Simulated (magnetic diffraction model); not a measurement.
## KTiS₂O₈: what an assumed order does to the neutron pattern

Space group R32 (no. 155), a = 4.6670 Å, c = 25.1210 Å.

| site | atom | x | y | z |
| --- | --- | --- | --- | --- |
| 3b | Ti | 1/3 | 2/3 | 1/6 |
| 3a | K | 0 | 0 | 0 |
| 6c | S | 2/3 | 1/3 | 0.0915 |
| 18f | O | 0.0045 | 0.7220 | 0.2225 |
| 6c | O | 2/3 | 1/3 | 0.0360 |

This is a made-up structure (elements placed in a structure type, unrelaxed), so the numbers test the method and describe no known phase.

Only Ti is taken to order (form factors of Ti3+); orders and moment sizes are assumed, and not adapted to the symmetry. Radiation: neutrons of λ = 2.567 Å, 8° to 80°; isotropic B of 0.2 Å² (Ti), 0.24 Å² (K), 0.23 Å² (S) and 0.28 Å² (O). Simulated constant-wavelength pattern: nuclear and magnetic terms add, the magnetic one as |2.695 fm × Σ f S⊥ exp(2πi Q·r) exp(−B s²)|², summed over all Q at one angle with the factor 1/(sin²θ cos θ). For collinear order S is the moment m, which repeats by lattice and centring translations R with the sign exp(−2πi k·R). Free-ion form factors, Sears's scattering lengths of 1992, no absorption; a label names one of the reflections at its angle. The strongest nuclear line in the range is 100, and lines under 0.2 are left out.

Assume the order k = (0 0 0), collinear moments along [101], 0.82 μB on Ti.

Predict the pattern, nuclear and magnetic parts apart.

```csv
2θ (°),index,nuclear,magnetic
17.63,(0 0 3),1.1,0.0
35.70,(0 0 6),30.6,0.0
37.52,(1 0 1),4.7,0.6
38.97,(0 1 2),87.8,0.5
44.38,(1 0 4),37.5,0.3
48.10,(0 1 5),1.0,0.2
54.75,(0 0 9),52.9,0.0
57.15,(1 0 7),7.2,0.1
62.34,(0 1 8),0.3,0.1
66.74,(1 1 0),56.1,0.1
69.64,(1 1 3),100.0,0.2
73.97,(1 0 10),3.6,0.0
75.63,(0 0 12),10.7,0.0
78.06,(1 1 6),26.6,0.1
79.16,(0 2 1),0.8,0.1
```

The strongest magnetic line in the range is (1 0 1) at 37.52° (0.6). On top of the Lorentz factor, which all lines share, magnetic lines fade with angle because f falls: for Ti3+ it is 0.87, 0.59, 0.32 and 0.05 at sin θ/λ = 0.1, 0.2, 0.3 and 0.5 Å⁻¹, while nuclear lengths stay constant. The net moment is 0.82 μB a primitive cell.

[Logs are printed without paths, hosts, clocks, repeated set-up lines and the standing remarks that a program may print on its own settings, such as how far it seeks lower states.]
